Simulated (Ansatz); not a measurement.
# TiPbSe3 (built on the sites of a database entry of HfPbO3): a soft mode frozen in, part 2 of 2

Which phase does TiPbSe3 (built on the sites of a database entry of HfPbO3) fall into along its unstable mode, and how much energy does it gain?

Ansatz 0.2.0; DFT PBEsol, scalar-relativistic, plane waves, PAW.

So far, highest frequency on the path or at a solved wavevector (cm⁻¹): step 2 (response at finite wavevector) 278. Also lowest frequency on the path (cm⁻¹): step 2 -122.

The structure was built from a prototype and need not be the compound's stable phase.

## Step 5: Energy along the mode, all amplitudes (two of the runs are shown above)

An imaginary frequency means negative curvature, so the energy should fall and then rise again as anharmonic terms take over.

This step gave:

| Item | Value |
| --- | --- |
| depth at the lowest point sampled | 117.8 meV/atom |
| largest atomic shift at that point | 0.6 Å |

Table of energy from the parent by largest atomic shift:

```csv
largest atomic shift (Å),energy from the parent (meV/atom)
0.000,0
0.040,-1.36
0.080,-5.38
0.140,-15.5
0.220,-34.1
0.320,-60.8
0.450,-93.5
0.600,-118
```

Displacement at unit largest shift by atom:

```csv
atom,x (Å),y (Å),z (Å),size
Ti1,0.00,0.00,0.00,0.00
Ti2,0.00,0.00,0.00,0.00
Pb3,0.00,0.00,0.00,0.00
Pb4,0.00,0.00,0.00,0.00
Se5,0.00,0.00,0.00,0.00
Se6,0.00,0.00,0.00,0.00
Se7,0.00,0.00,-1.00,1.00
Se8,0.00,0.00,1.00,1.00
Se9,0.00,1.00,0.00,1.00
Se10,0.00,-1.00,0.00,1.00
```

The lowest of the steps tried is the last one, at 0.6 Å, 118 meV/atom below the parent; the bottom of the well need not coincide with a step.

## Step 6: Relaxation from the frozen mode

Starting from the lowest point found, all atoms and the cell are let go, so that strain and other modes of the same symmetry can join in.

input.yaml reads:

```yaml
crystal:
  lattice:
    - [-4.9321777088, 0.0, 0.0]
    - [0.0, -4.9321777088, -4.9321777088]
    - [0.0, -4.9321777088, 4.9321777088]
  atoms:
    - { symbol: Ti, position: [0.5, 0.0, 0.5] }
    - { symbol: Ti, position: [0.5, 0.5, 0.0] }
    - { symbol: Pb, position: [0.0, 0.5, 0.5] }
    - { symbol: Pb, position: [0.0, 1.0, 0.0] }
    - { symbol: Se, position: [1.0, 0.0, 0.5] }
    - { symbol: Se, position: [1.0, 0.5, 0.0] }
    - { symbol: Se, position: [0.5, 0.310825059, 0.689174941] }
    - { symbol: Se, position: [0.5, 0.689174941, 0.310825059] }
    - { symbol: Se, position: [0.5, 0.189174941, 0.189174941] }
    - { symbol: Se, position: [0.5, 0.810825059, 0.810825059] }
kpoints:
  mp_grid: { grid: [8, 6, 6] }
hamiltonian:
  xc: pbesol
scf:
  occupations: { method: methfessel_paxton, width: 0.2 }
output:
  forces: true
  stress: true
  eigenvalues: true
relax:
  adjacent_minimum: "off"
  f_tol: 0.002
  max_steps: 120
  cell: { stress_tol: 0.03 }
```

On the command line:

```sh
$ ansatz run input.yaml --threads 8 --pin off --max-ram 14336MiB --backend cpu --events-out ev --progress --plain --runs-dir out
```

Numbers of over 12 decimals in the logs are rounded to 6 here.

Log:

```text
[...]
Crystal: 10 atoms, lattice volume = 239.964 Å³
Basis set: ecut = 420 eV, 4685 PW (Γ), exchange–correlation on 72×96×96 points (8 copies of the dense FFT grid, shifted against one another)
Bands: 89, of which v1, the nominal top of the filled ones, is band 74 counted from 1 (73 counted from 0)
Symmetry: 16 space group operations
[...]
k-points: 50 of 288
[...]
SCF iter   1: F=—  HF=-61010.016131 eV  |F-HF|=—  |Δ(HF+E_count)|=         —  Δρ=5.79e-3  dr2=1.25e-1  ethr=1.77e-3  ⟨swp⟩=6.4  Hψ=16969  notcnv=0
[...]
SCF iter   9: F=-61009.999589 eV  HF=-61009.999589 eV  |F-HF|=1.44e-8  |Δ(HF+E_count)|=   4.07e-8  S|Δr|=    0.00e0  Δρ=2.13e-6  dr2=3.24e-8  ethr=6.76e-11  ⟨swp⟩=4.0  Hψ=14932  notcnv=0
SCF 1 converged in 9 iterations: F = -61009.999589 eV  dr2 = 3.24e-8
[...]
relax step   1: F+E_penalty+E_count = -61009.99958878 eV  Δ(F+E_penalty+E_count) = +0.000e0 eV  max|allowed force component| = 2.232e-1 eV/Å  Δτ_max = 0.0000 Å  P = -1.062 GPa  Ω = 239.964 Å³  (9 SCF iters, dr2 threshold 1.00e-7 eV, accepted)
Crystal: 10 atoms, lattice volume = 232.588 Å³
Basis set: ecut = 420 eV, 4557 PW (Γ), exchange–correlation on 72×96×96 points (8 copies of the dense FFT grid, shifted against one another)
[...]
SCF iter   7: F=-61010.175029 eV  HF=-61010.175029 eV  |F-HF|=1.24e-7  |Δ(HF+E_count)|=   3.47e-7  S|Δr|=    0.00e0  Δρ=1.12e-5  dr2=6.63e-7  ethr=6.76e-10  ⟨swp⟩=6.4  Hψ=18823  notcnv=0
SCF 2 converged in 7 iterations: F = -61010.175029 eV  dr2 = 6.63e-7
[...]
relax step   2: F+E_penalty+E_count = -61010.17502912 eV  Δ(F+E_penalty+E_count) = -1.754e-1 eV  max|allowed force component| = 5.707e-2 eV/Å  Δτ_max = 0.1302 Å  P = +0.570 GPa  Ω = 232.588 Å³  energy of the carried Pulay correction = +7.666e-4 eV  (7 SCF iters, dr2 threshold 1.00e-6 eV, accepted)
Crystal: 10 atoms, lattice volume = 233.709 Å³
Basis set: ecut = 420 eV, 4569 PW (Γ), exchange–correlation on 72×96×96 points (8 copies of the dense FFT grid, shifted against one another)
[...]
SCF iter   8: F=-61010.320676 eV  HF=-61010.320676 eV  |F-HF|=2.52e-7  |Δ(HF+E_count)|=   2.58e-7  S|Δr|=    0.00e0  Δρ=7.32e-6  dr2=2.07e-7  ethr=6.76e-10  ⟨swp⟩=7.4  Hψ=20184  notcnv=0
SCF 3 converged in 8 iterations: F = -61010.320676 eV  dr2 = 2.07e-7
[...]
relax step   3: F+E_penalty+E_count = -61010.32067615 eV  Δ(F+E_penalty+E_count) = -1.456e-1 eV  max|allowed force component| = 3.548e-2 eV/Å  Δτ_max = 0.0803 Å  P = -0.557 GPa  Ω = 233.709 Å³  energy of the carried Pulay correction = +6.487e-4 eV  (8 SCF iters, dr2 threshold 1.00e-6 eV, accepted)
[...]
relax step   4: F+E_penalty+E_count = -61010.26764713 eV  Δ(F+E_penalty+E_count) = +5.303e-2 eV  max|allowed force component| = 2.006e-1 eV/Å  Δτ_max = 0.0015 Å  P = +2.051 GPa  Ω = 226.259 Å³  energy of the carried Pulay correction = +1.444e-3 eV  (9 SCF iters, dr2 threshold 1.00e-6 eV, rejected (line search))
[...]
relax step   5: F+E_penalty+E_count = -61010.33004304 eV  Δ(F+E_penalty+E_count) = -9.367e-3 eV  max|allowed force component| = 2.495e-2 eV/Å  Δτ_max = 0.0143 Å  P = -0.115 GPa  Ω = 232.073 Å³  energy of the carried Pulay correction = +8.211e-4 eV  (12 SCF iters, accepted)
[...]
relax step   6: F+E_penalty+E_count = -61010.33030284 eV  Δ(F+E_penalty+E_count) = -2.598e-4 eV  max|allowed force component| = 1.539e-2 eV/Å  Δτ_max = 0.0087 Å  P = +0.059 GPa  Ω = 231.648 Å³  energy of the carried Pulay correction = +8.661e-4 eV  (7 SCF iters, dr2 threshold 5.34e-8 eV, accepted)
[...]
relax step   7: F+E_penalty+E_count = -61010.33041534 eV  Δ(F+E_penalty+E_count) = -1.125e-4 eV  max|allowed force component| = 3.054e-4 eV/Å  Δτ_max = 0.0036 Å  P = +0.000 GPa  Ω = 231.781 Å³  energy of the carried Pulay correction = +8.520e-4 eV  (6 SCF iters, dr2 threshold 1.48e-8 eV, accepted)
Basis set: ecut = 420 eV, 4529 PW (Γ), exchange–correlation on 72×90×90 points (8 copies of the dense FFT grid, shifted against one another)
[...]
SCF iter   8: F=-61010.329818 eV  HF=-61010.329818 eV  |F-HF|=0.00e0  |Δ(HF+E_count)|=  4.37e-11  S|Δr|=    0.00e0  Δρ=3.26e-8  dr2=9.99e-12  ethr=1.00e-12  ⟨swp⟩=4.0  Hψ=15212  notcnv=0
SCF 8 converged in 8 iterations: F = -61010.329818 eV  dr2 = 9.99e-12
[...]
relax step   8: F+E_penalty+E_count = -61010.32981751 eV  Δ(F+E_penalty+E_count) = +5.978e-4 eV  max|allowed force component| = 3.012e-4 eV/Å  Δτ_max = 0.0000 Å  P = +0.003 GPa  Ω = 231.781 Å³  stress off target by 1.29e-2 GPa  SCF on the basis re-selected at this cell (its energy is not comparable with the rows above)  (8 SCF iters)
basis re-selected at this cell: Δ(F+E_penalty+E_count) = +5.978e-4 eV, ΔP = +0.003 GPa vs the last step (what re-selecting the basis moved, of the pressure what is left beyond the Pulay correction that the steps carried, after the strain that the cell walked since its last selection, with what the two solves' SCF thresholds leave and, on support functions, any second-order correction that the steps lacked; it is no measure of the basis error at this ecutwfc). The dense FFT grid was sized anew with the basis: this SCF ran on 36×45×45 points, the steps before it on 36×48×48, so part of this shift can come from that change (see relax.cell in the input reference). [rest of the remark cut]
SCF converged after 8 iterations
[...]
Free energy (F): -61010.329818 eV
[...]
Internal energy: -61010.336064 eV  (E = F + TS)
E sigma→0 (E₀):  -61010.331379 eV
Entropy (-TS):   0.006246 eV (0.625 meV/atom)
Fermi energy:    10.172225 eV
[...]
--- Forces (eV/Å), atoms counted from 1 ---
  atom   1  Ti     0.00000000     0.00000000     0.00000000
  atom   2  Ti     0.00000000     0.00000000     0.00000000
  atom   3  Pb    -0.00000000     0.00000000     0.00000000
  atom   4  Pb     0.00000000    -0.00000000     0.00000000
  atom   5  Se     0.00000000    -0.00000000    -0.00000000
  atom   6  Se     0.00000000     0.00000000     0.00000000
  atom   7  Se     0.00000000     0.00000000    -0.00030118
  atom   8  Se    -0.00000000    -0.00000000     0.00030118
  atom   9  Se    -0.00000000     0.00030118    -0.00000000
  atom  10  Se     0.00000000    -0.00030118     0.00000000
  max |Σ_I F_I| component: 8.67e-19 eV/Å
--- Stress (GPa, compression-positive) ---
        0.012888      -0.000000      -0.000000
       -0.000000      -0.001714       0.000000
       -0.000000       0.000000      -0.001714
  P = ⅓ Tr σ = 0.0032 GPa (0.032 kbar)
--- Band table (eV; the first three rows and the last of 50) ---
  k-point 0: bands = [... 70 lower, 8.6415, 8.8582, 10.0469, 10.0469, 10.3278, 10.3278, 10.3308, 10.8519, ... 11 higher]
  k-point 1: bands = [... 70 lower, 8.7368, 9.1373, 9.5198, 9.9756, 10.0758, 10.2029, 10.8068, 11.2299, ... 11 higher]
  k-point 2: bands = [... 70 lower, 8.5220, 8.7276, 9.6512, 9.7071, 10.2568, 10.5054, 11.0963, 11.3214, ... 11 higher]
  k-point 49: bands = [... 70 lower, 8.3183, 8.3183, 9.7775, 9.7775, 10.8650, 10.8650, 11.3258, 11.3258, ... 11 higher]
--- Relaxed structure (7 steps of the walk, 6 accepted, 1 SCFs on fresh bases) ---
  F+E_penalty+E_count = -61010.32981751 eV   max|allowed force component| = 3.012e-4 eV/Å   (the final SCF, on the basis selected at the relaxed cell)
  cell:  # Å, volume = 231.7810 Å³
    - [-5.271457, 0, 0]
    - [0, -4.688766, -4.688766]
    - [0, -4.688766, 4.688766]
  atoms:
    - { symbol: Ti, position: [0.5, 0.0, 0.5] }
    - { symbol: Ti, position: [0.5, 0.5, 0.0] }
    - { symbol: Pb, position: [0, 0.5, 0.5] }
    - { symbol: Pb, position: [0, 1.0, 0.0] }
    - { symbol: Se, position: [1.0, 0.0, 0.5] }
    - { symbol: Se, position: [1.0, 0.5, 0.0] }
    - { symbol: Se, position: [0.5, 0.333097, 0.666903] }
    - { symbol: Se, position: [0.5, 0.666903, 0.333097] }
    - { symbol: Se, position: [0.5, 0.166903, 0.166903] }
    - { symbol: Se, position: [0.5, 0.833097, 0.833097] }
```

The job ended after 68 s (8 threads of Arm Neoverse V2, shared host; peak memory 1.7 GiB; 8.8 min of CPU time).

The steps of the relaxation:

```csv
step,energy less that of the first step (eV),largest force component (eV/Å),pressure (GPa),volume (Å³)
1,0.0000,0.2232,-1.06,239.96
2,-0.1754,0.0571,0.57,232.59
3,-0.3211,0.0355,-0.56,233.71
4,-0.2681,0.2006,2.05,226.26
5,-0.3305,0.0250,-0.12,232.07
6,-0.3307,0.0154,0.06,231.65
7,-0.3308,0.0003,0.00,231.78
8*,-0.3302,0.0003,0.00,231.78
```

Relaxation steps marked * repeat the geometry before them on a plane-wave basis chosen anew for their cell, so energy and pressure can jump there. Relaxation step 4 was tried and not accepted.

The run keeps the 16 symmetry operations that it works with, so distortions that break them were not tested.

```csv
cell as run,before,after,change
a (Å),4.932,5.271,+6.9 %
b (Å),6.975,6.631,-4.9 %
c (Å),6.975,6.631,-4.9 %
volume (Å³/atom),24.00,23.18,-3.4 %
```

The atoms that moved most (Å, as changes of fractional coordinates times the final cell):

```csv
atom,dx,dy,dz,length
Se7,0.000,0.000,-0.209,0.209
Se8,0.000,0.000,0.209,0.209
Se9,0.000,0.209,0.000,0.209
Se10,0.000,-0.209,0.000,0.209
```

Final coordinates:

```xyz
10
Lattice="-5.2715 0.0000 0.0000 0.0000 -4.6888 -4.6888 0.0000 -4.6888 4.6888" Properties=species:S:1:pos:R:3 pbc="T T T"
Ti   -2.6357   -2.3444    2.3444
Ti   -2.6357   -2.3444   -2.3444
Pb    0.0000   -4.6888    0.0000
Pb    0.0000   -4.6888   -4.6888
Se   -5.2715   -2.3444    2.3444
Se   -5.2715   -2.3444   -2.3444
Se   -2.6357   -4.6888    1.5651
Se   -2.6357   -4.6888   -1.5651
Se   -2.6357   -1.5651    0.0000
Se   -2.6357   -7.8124    0.0000
```

This step gave:

* pressure: 0.003154 GPa
* volume per atom: 23.18 Å³

The distorted start has space group P4/mbm; the relaxation ends in P4/mbm.

## Step 7: Results

* unstable mode of the parent: q = (0, -0.5, -0.5), 122i cm⁻¹
* depth at the lowest point sampled: 118 meV/atom
* largest atomic shift at that point: 0.6 Å
* space group reached (within 0.01 Å): P4/mbm
* energy gained over the parent (first relaxation, on the mesh of the frozen mode): 151 meV/atom
* volume per atom, phase reached: 23.2 Å³

**Reading.** Along this mode the structure falls into P4/mbm, 151 meV/atom below the parent. At the parent's cell the well is 117.8 meV/atom deep on the steps tried, with its lowest point at a shift of 0.6 Å. That is the last step tried, so the steps alone don't bracket the bottom of the well. Relaxing atoms and cell changes the gain by +32.93 meV/atom against the lowest step (energies at zero smearing). The modes of the phase reached were not computed on this path. Of the 4 patterns followed to their end from this parent, this one ends 20.2 meV/atom above the lowest, Imma. Each path keeps the symmetry of its pattern, so a lower phase may lie along a pattern not tried. With no gap, or one that is small against the smearing, the frequencies hang on the k mesh and the smearing, most of all near Kohn anomalies. Spin-orbit coupling is left out, which can matter for the heavy elements here. The starting cell was built on a prototype and not taken from a measurement, so the phase need not exist.

[Logs are printed without paths, hosts, clocks, repeated set-up lines and the standing remarks that a program may print on its own settings, such as how far it seeks lower states.]

[Hosts, paths, dates, database ids (printed as entryN), source tags and the programs' standing remarks are cut or masked in the printed files.]
